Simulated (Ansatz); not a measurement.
# NbTe2 (P-3m1): Hubbard U and Hund's J by constrained RPA, part 2 of 2

Wanted: the parameters of a Hubbard-Kanamori model for NbTe2 (P-3m1).

Ansatz 0.2.0; non-magnetic LDA, then constrained RPA, plane waves, PAW.

So far: The starting structure; LDA bands and orbital weights.

### 3. Constrained RPA: Nb t2g + anion p, bands v7 to c2, 6×6×2 mesh, medium accuracy

Constrained RPA screens the interaction with every transition except those inside the target bands, which a later many-body model would treat itself.

This step: constrained RPA on LDA, plane waves, PAW.

File input.yaml:

```yaml
crystal:
  lattice:
    - [-2.63076537, 1.0e-08, -2.63076539]
    - [2.63076537, -2.63076539, 1.0e-08]
    - [-4.12705361, -4.12705355, 4.12705355]
  atoms:
    - { symbol: Nb, position: [0.0, 0.0, 0.0] }
    - { symbol: Te, position: [0.66666667, 0.33333333, 0.74563223] }
    - { symbol: Te, position: [0.33333333, 0.66666667, 0.25436777] }
kpoints:
  mp_grid: { grid: [12, 12, 4] }
hamiltonian:
  xc: lda
scf:
  occupations: { method: gaussian, width: 0.08 }
  n_extra_bands: 19
  max_iter: 150
  lower_state_search: "off"
output:
  crpa:
    kmesh: [6, 6, 2]
    target_bands: [v7, c2]
    projections:
      - { species: Nb, l: d, shell: 4, orbitals: [dxz, dyz, dxy] }
      - { species: Te, l: p, shell: 5 }
  local_orbitals:
    kmesh: [12, 12, 4]
    orbitals:
      - { species: Nb, l: d, shell: 4, orbitals: [dxz, dyz, dxy] }
      - { species: Te, l: p, shell: 5 }
    window: { bands: [v7, c2] }
    seedname: lo
```

On the command line:

```console
ansatz run input.yaml --threads 4 --pin off --max-ram 9216MiB --backend cpu --events-out ev --progress --plain --runs-dir out
```

Numbers of over 12 decimals in the logs are rounded to 6 here.

What it wrote:

```text
[...]
Crystal: 3 atoms, lattice volume = 85.689 Å³
Basis set: ecut = 420 eV, 1703 PW (Γ)
Bands: 42, of which v1, the nominal top of the filled ones, is band 23 counted from 1 (22 counted from 0)
Symmetry: 12 space group operations
[...]
k-points: 69 of 576
[...]
SCF iter   1: F=—  HF=-18098.181197 eV  |F-HF|=—  |Δ(HF+E_count)|=         —  Δρ=5.19e-3  dr2=1.10e-2  ethr=1.77e-3  ⟨swp⟩=6.0  Hψ=13614  notcnv=0  defer=537
[...]
SCF iter   6: F=-18098.176438 eV  HF=-18098.176438 eV  |F-HF|=4.64e-8  |Δ(HF+E_count)|=   5.21e-7  Δρ=9.44e-6  dr2=7.77e-8  ethr=2.22e-10  ⟨swp⟩=10.3  Hψ=17184  notcnv=0
SCF 1 converged in 6 iterations: F = -18098.176438 eV  dr2 = 7.77e-8
[...]
NSCF: frozen V_eff on 72 k-points
[...]
cRPA screening: q 1/72
cRPA screening: q 2/72
cRPA screening: q 3/72
cRPA screening: q 5/72 (q-point 4)
cRPA screening: q 7/72 (q-point 5)
cRPA screening: q 9/72 (q-point 6)
cRPA screening: q 11/72 (q-point 7)
cRPA screening: q 12/72 (q-point 8)
cRPA screening: q 13/72
cRPA screening: q 15/72 (q-point 14)
cRPA screening: q 17/72 (q-point 15)
cRPA screening: q 19/72 (q-point 16)
cRPA screening: q 21/72 (q-point 17)
cRPA screening: q 23/72 (q-point 18)
cRPA screening: q 25/72 (q-point 19)
cRPA screening: q 27/72 (q-point 20)
cRPA screening: q 29/72 (q-point 21)
cRPA screening: q 31/72 (q-point 22)
cRPA screening: q 33/72 (q-point 23)
cRPA screening: q 35/72 (q-point 24)
cRPA screening: q 37/72 (q-point 25)
cRPA screening: q 39/72 (q-point 26)
cRPA screening: q 41/72 (q-point 27)
cRPA screening: q 43/72 (q-point 28)
cRPA screening: q 45/72 (q-point 29)
cRPA screening: q 47/72 (q-point 30)
cRPA screening: q 49/72 (q-point 31)
cRPA screening: q 51/72 (q-point 32)
[...]
cRPA screening: q 61/72 (q-point 37)
cRPA screening: q 62/72 (q-point 38)
cRPA screening: q 63/72 (q-point 39)
cRPA screening: q 65/72 (q-point 40)
cRPA screening: q 67/72 (q-point 41)
cRPA screening: q 69/72 (q-point 42)
cRPA screening: q 71/72 (q-point 43)
cRPA screening: q 72/72 (q-point 44)
SCF converged after 6 iterations
Free energy (F): -18098.176438 eV
[...]
Internal energy: -18098.168662 eV  (E = F + TS)
E sigma→0 (E₀):  -18098.172550 eV
Entropy (-TS):   -0.007776 eV (-2.592 meV/atom)
Fermi energy:    10.346735 eV
[...]
--- Band table (eV; the first three rows and the last of 69) ---
  k-point 0: bands = [... 19 lower, 9.7122, 9.9058, 10.3616, 10.3616, 11.3067, 11.3067, 13.8401, 13.8401, ... 15 higher]
  k-point 1: bands = [... 19 lower, 8.4602, 10.3590, 10.3590, 10.5865, 11.2327, 11.2327, 13.9704, 13.9704, ... 15 higher]
  k-point 2: bands = [... 19 lower, 8.2086, 10.3564, 10.3564, 10.7873, 11.1632, 11.1632, 14.1004, 14.1004, ... 15 higher]
  k-point 68: bands = [... 19 lower, 7.2295, 7.8639, 7.8639, 11.1220, 11.1220, 11.4228, 13.8177, 13.8177, ... 15 higher]
--- cRPA (band scheme, projected local orbitals): target bands 17..25 (1-based), 9 Wannier function(s), 6×6×2 mesh, 50 bands' worth read of 55 solved, ecut_chi 136.0 eV, v(q+G=0) probe_charge, pair densities all_electron ---
  bands read: the sum over 50 bands ends inside a degenerate multiplet in 2 slots, whose members it reads at an even weight; the widest, k=28: bands 50 to 51 (counted from 1) at 1/2 each
  χ-basis size per q: N_G = 288..325
  window electrons = 13.0000, filled by tetrahedron_uncorrected; constrained ε̄⁻¹(q = 0, 0) head = 0.189395; min gauge Gram eig = 0.3224
  Kanamori averages over each shell's own Wannier functions (sites counted from 0, functions from 1):
  Each shell's averages of U are screened by what lies outside the whole window alone: parameters of one model of all the shells.
    Site 0, 4D, 3 of 5 d orbitals (Wannier functions 1, 2, 3; wannier90's mr 2, 3, 5):
      screened: U = 3.0167 eV, U' = 2.3216 eV, J = 0.3316 eV
      screened, to within: U = 3.4e-3 eV, U' = 3.4e-3 eV, J = 4.9e-4 eV
      bare: V = 11.7474 eV, V' = 10.7956 eV, J = 0.4530 eV
    Site 1, 5P, 3 of 3 p orbitals (Wannier functions 4, 5, 6; wannier90's mr 1, 2, 3):
      screened: U = 2.8539 eV, U' = 2.0909 eV, J = 0.2542 eV
      screened, to within: U = 4.1e-3 eV, U' = 4.1e-3 eV, J = 4.9e-4 eV
      bare: V = 9.3019 eV, V' = 7.9012 eV, J = 0.4338 eV
    Site 2, 5P, 3 of 3 p orbitals (Wannier functions 7, 8, 9; wannier90's mr 1, 2, 3):
      screened: U = 2.8539 eV, U' = 2.0909 eV, J = 0.2542 eV
      screened, to within: U = 4.1e-3 eV, U' = 4.1e-3 eV, J = 4.9e-4 eV
      bare: V = 9.3019 eV, V' = 7.9012 eV, J = 0.4338 eV
  Hermiticity witness max|P − P†| over intra, direct and exchange elements: 8.88e-15 eV (screened), 3.01e-17 eV (bare)
  Reality witness max|Im| over intra, direct and exchange elements: 1.40e-10 eV (screened), 1.04e-12 eV (bare)
```

The job ended after 15 min (4 threads of Arm Neoverse V1, shared host; peak memory 0.72 GiB).

Numbers from this step:

* U: 3.017 eV
* U prime (inter-orbital): 2.322 eV
* J: 0.3316 eV
* bare V: 11.75 eV
* bare J: 0.4530 eV
* stated bound on U: 0.003386 eV
* U over bare V: 0.2568
* electrons in the window: 13.00
* head of the constrained inverse dielectric matrix: 0.1894
* least eigenvalue of the projection's overlap: 0.3224
* target functions: 9
* bands in the sums: 50
* r.m.s. miss of the model bands: 0.002720 eV
* width of the target bands: 7.228 eV
* weight of the projected orbitals in the window: 0.9481

On the Nb t2g shell, screening brings the on-site interaction from 11.7 eV down to U = 3.02 eV.

Kanamori averages over each shell's functions. Crpa shells, by row:

```
site  element  shell  orbitals  U (eV)  U' (eV)  J (eV)  bare V (eV)  bare V' (eV)  bare J (eV)  bound on U (eV)
   1       Nb     4D         3   3.017    2.322  0.3316        11.75          10.8        0.453         0.003386
   2       Te     5P         3   2.854    2.091  0.2542        9.302         7.901       0.4338         0.004033
   3       Te     5P         3   2.854    2.091  0.2542        9.302         7.901       0.4338         0.004033
```

Projected local orbitals of the target window. Electronic bands along the path, in eV, zero at the Fermi level; # counts the bands kept:

```
    point     #3     #4     #5     #6     #7    #8    #9
        Γ  -2.16  -0.63  -0.44   0.01   0.01  0.96  0.96
  halfway  -2.90  -2.08  -1.05  -0.85  -0.53  0.91  1.34
        M  -3.13  -2.50  -2.38  -0.86  -0.74  1.35  1.79
  halfway  -2.96  -2.82  -2.61  -2.24   0.39  1.40  1.61
        K  -4.08  -2.65  -2.64  -2.64   1.07  1.32  1.32
  halfway  -3.22  -2.13  -2.08  -1.04  -0.08  1.10  1.34
        Γ  -2.16  -0.63  -0.44   0.01   0.01  0.96  0.96
  halfway  -2.15  -1.89   0.01   0.01   0.24  0.89  0.89
        A  -2.14  -2.14   0.01   0.01   0.44  0.82  0.82
  halfway  -2.84  -2.11  -1.78  -0.81  -0.32  1.44  1.46
        L  -3.21  -2.49  -1.45  -1.10  -0.59  1.35  1.84
  halfway  -3.11  -2.84  -2.32  -1.81  -0.05  1.28  1.59
        H  -4.07  -3.12  -2.48  -2.48   0.78  0.78  1.08
  halfway  -3.03  -2.19  -1.99  -1.47   0.28  0.71  1.83
        A  -2.14  -2.14   0.01   0.01   0.44  0.82  0.82
jump to L  -3.21  -2.49  -1.45  -1.10  -0.59  1.35  1.84
  halfway  -3.16  -2.44  -2.04  -0.83  -0.73  1.35  1.82
        M  -3.13  -2.50  -2.38  -0.86  -0.74  1.35  1.79
jump to H  -4.07  -3.12  -2.48  -2.48   0.78  0.78  1.08
  halfway  -4.10  -2.87  -2.56  -2.56   1.01  1.01  1.07
        K  -4.08  -2.65  -2.64  -2.64   1.07  1.32  1.32
```

The same for Kohn-Sham, solved directly:

```
point     #3     #4     #5     #6     #7    #8    #9
    Γ  -2.16  -0.63  -0.44   0.01   0.01  0.96  0.96
    M  -3.13  -2.50  -2.38  -0.86  -0.74  1.35  1.79
    K  -4.08  -2.65  -2.64  -2.64   1.07  1.32  1.32
    Γ  -2.16  -0.63  -0.44   0.01   0.01  0.96  0.96
    A  -2.14  -2.14   0.01   0.01   0.44  0.82  0.82
    L  -3.21  -2.49  -1.45  -1.10  -0.59  1.35  1.84
    H  -4.07  -3.12  -2.48  -2.48   0.78  0.78  1.08
    A  -2.14  -2.14   0.01   0.01   0.44  0.82  0.82
    L  -3.21  -2.49  -1.45  -1.10  -0.59  1.35  1.84
    M  -3.13  -2.50  -2.38  -0.86  -0.74  1.35  1.79
    H  -4.07  -3.12  -2.48  -2.48   0.78  0.78  1.08
    K  -4.08  -2.65  -2.64  -2.64   1.07  1.32  1.32
```

The first set of electronic bands as a text plot (rows in eV):

```
    1.7 |      *****   ***               *****    ****    ***
    1.4 |  ************   *          **********  *    **  ***   *
    1.1 |**          ***********    *         ***    ****    ****
    0.8 |*****      *  *    *** ****           ***  *    *   **
    0.5 |          *    *         **           * ***     *
    0.2 |                *       *  **        *     *****
   -0.1 |*        *       **  ******  *      *          **
   -0.4 |*****   *          ****    *  *    *          *
   -0.7 |** *****          * ***    ********              ***
   -1.0 |    *****        * *            ***          **  *
   -1.3 |  *             *      *    *     **        *
   -1.6 |                  **         *   * *      ** *   *
   -1.9 |     *   *     *  *        ** ***   *    * *****  *
   -2.2 |******* ***   *  * *************    **    ** ****
   -2.5 | *     ** ****  * * *           **** ****** *    *******
   -2.8 |  * *    *******   *     **   *     *    **     *     **
   -3.1 |   *   ****      **        *   **********  *   * *****
   -3.4 |    * *    *  ** *          * *      *     *  *
   -3.7 |     *       *  *            *          *   **
   -4.0 |     ***********           ** *       **  *****    *****
   -4.3 |     *      *  * *       **    ******** ***    ****   **
   -4.6 |    *        **   *            *     *
   -4.9 |  **  *   **       *    *       *   *
   -5.2 |**     ***          ****         ***             ***
         Γ       M   K         Γ   A       L    H       A|L M|H K
```

Onsite levels, by row:

```
orbital  level less Fermi level (eV)
Nb1 dxz                      -0.1849
Nb1 dyz                      -0.1849
Nb1 dxy                      -0.1849
 Te2 pz                         -2.3
 Te2 px                         -2.3
 Te2 py                         -2.3
 Te3 pz                         -2.3
 Te3 px                         -2.3
 Te3 py                         -2.3
```

Largest distinct elements between sites. Hoppings, by row:

```
   from       to     cell  distance (Å)   t (eV)
 Te3 py  Nb1 dxy    0 1 0         2.814   0.8275
 Te3 pz   Te2 pz   1 1 -1         5.629   0.6777
Nb1 dxz  Nb1 dxz   -1 0 0          3.72  -0.5056
 Te2 py   Te2 py    0 1 0          3.72   0.3076
 Te2 pz   Te2 px    1 0 0          3.72   0.3032
 Te2 px   Te3 px    0 0 0         4.117   0.2789
 Te2 px   Te2 py   0 -1 0          3.72   -0.253
 Te2 pz   Te3 pz   0 -1 1         4.224   0.2505
Nb1 dxz  Nb1 dxy  -1 -1 0          3.72   0.1677
Nb1 dyz  Nb1 dyz   -1 0 0          3.72    0.144
 Te3 px   Te2 pz   -1 0 0         4.117  -0.1145
 Te2 py  Nb1 dxy    1 1 1         2.814   0.0972
```

### 4. What came out

```yaml
nb_t2g_anion_p: U 3.02 eV, U′ 2.32 eV, J 0.33 eV, bare V 11.7 eV
method: constrained RPA on non-magnetic LDA, 6×6×2 mesh, static; search for lower states off
```

In words: For Nb t2g + anion p, screening cuts the on-site interaction from 11.75 eV to 3.02 eV (26 %), while J goes only from 0.45 eV to 0.33 eV: the monopole is screened far more than the multipoles. U − 2J differs from U′ by +0.03 eV, so the Kanamori relation holds well. The parent state is non-magnetic and the interaction static (zero frequency); U depends on the window and the orbitals, so it belongs to this model alone. The bands cross the Fermi level under this constraint, which need not be the crystal's state: magnetic order, correlation or a lattice distortion may open a gap. A window that holds the anion p bands defines a model with explicit ligands; its U belongs to that model and is not the U of DFT+U.

[Paths, hosts, dates, memory and timing lines, banners, echoed tables and standing remarks are left out of the program output.]

[Logs are printed without paths, hosts, clocks, repeated set-up lines and the standing remarks that a program may print on its own settings, such as how far it seeks lower states.]

[Runs of the session that timed out or met a known fault of the program may be left out.]

[Hosts, paths, dates, database ids (printed as entryN), source tags and the programs' standing remarks are cut or masked in the printed files.]
